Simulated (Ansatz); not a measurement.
## TiO2(110) slab (48 atoms): a reference run and its variants

The cell holds 48 atoms: 16 Ti and 32 O. Its edges and angles: a = 5.918 Å, b = 6.497 Å, c = 24.279 Å, α = 90.0°, β = 90.0°, γ = 90.0°. It derives from TiO2 (rutile). Rutile TiO2 (cell 4.594, 4.594, 2.959, 90, 90, 90), (110) slab of 4 repeat layers, 2 x 1 surface cells, 12 Å of vacuum; every coordinate displaced by a Gaussian of 0.02 Å. Vacuum lies along c.

Geometry: as built.

Reference run: Kohn-Sham DFT, PBE, PAW (set soft_2), plane waves (Ansatz 0.2.0), cutoff 750 eV, k-mesh 2×2×1, fixed occupations.

```
r.m.s. force component                           : 1.153 eV/Å
gap (highest filled to lowest empty level) : 1.238 eV
SCF cycles                                       : 12
time                                             : 57 s on 4 threads of Arm Neoverse V2, shared host
```

**Question.** The same geometry is run again with each of these changes. How far do the results move, and how long does each run take?
- support functions medium
- support functions low
- support functions medium, radius 3.39 Å
- support functions medium, radius 3.67 Å
- support functions medium, radius 3.91 Å
- support functions medium, radius 4.19 Å
- support functions medium, radius 4.72 Å
- support functions medium, radius 5.24 Å

Each row is set against the run with plane waves at 750 eV (Kohn-Sham DFT, PBE, PAW (set soft_2), plane waves; r.m.s. force component 1.15 eV/Å). Energies are set beside the reference only for runs with its functional, potentials and electron count. Times are for 4 threads of Arm Neoverse V2, shared host.

```tsv
run	Δ force, r.m.s. (meV/Å)	share of r.m.s. force (%)	Δ energy (meV/atom)	Δ gap (eV)	cycles	time	host memory (GiB)
reference	-	-	-	-	12	57 s	6.0
support functions medium	0.327	0.0284	-0.810	-1.0e-4	19	2.4 min	2.8
support functions low	0.363	0.0315	-0.807	-7.0e-4	16	2 min	2.7
support functions medium, radius 3.39 Å	0.387	0.0336	-0.808	-2.0e-4	19	2.2 min	2.7
support functions medium, radius 3.67 Å	0.313	0.0272	-0.810	-1.0e-4	19	2.7 min	3.0
support functions medium, radius 3.91 Å	0.318	0.0275	-0.809	0	18	3.3 min	3.2
support functions medium, radius 4.19 Å	0.31	0.0269	-0.809	1.0e-4	18	4 min	3.6
support functions medium, radius 4.72 Å	0.31	0.0269	-0.809	1.0e-4	18	6.1 min	4.6
support functions medium, radius 5.24 Å	0.298	0.0259	-0.809	-1.0e-4	19	10 min	5.6
```

Among numerical settings the force difference runs from 0.30 meV/Å (support functions medium, radius 5.24 Å) to 0.39 meV/Å (support functions medium, radius 3.39 Å). At 48 atoms the fastest of the runs at a preset level, support functions low, takes 2.1 times the time of plane waves, in 16 SCF cycles against 12. Differences between support functions and plane waves include what basis error the plane-wave run still has. As the radius goes from 3.39 to 5.24 Å, the force difference goes from 0.39 to 0.30 meV/Å, and the time from 2.2 min to 10 min. The cell is under 6 Å thick along one periodic direction, so every atom has periodic images of itself close by, which move with it and show among its neighbours and in g(r).

[Logs are printed without paths, hosts, clocks, repeated set-up lines and the standing remarks that a program may print on its own settings, such as how far it seeks lower states.]

[Hosts, paths, dates, database ids (printed as entryN), source tags and the programs' standing remarks are cut or masked in the printed files.]
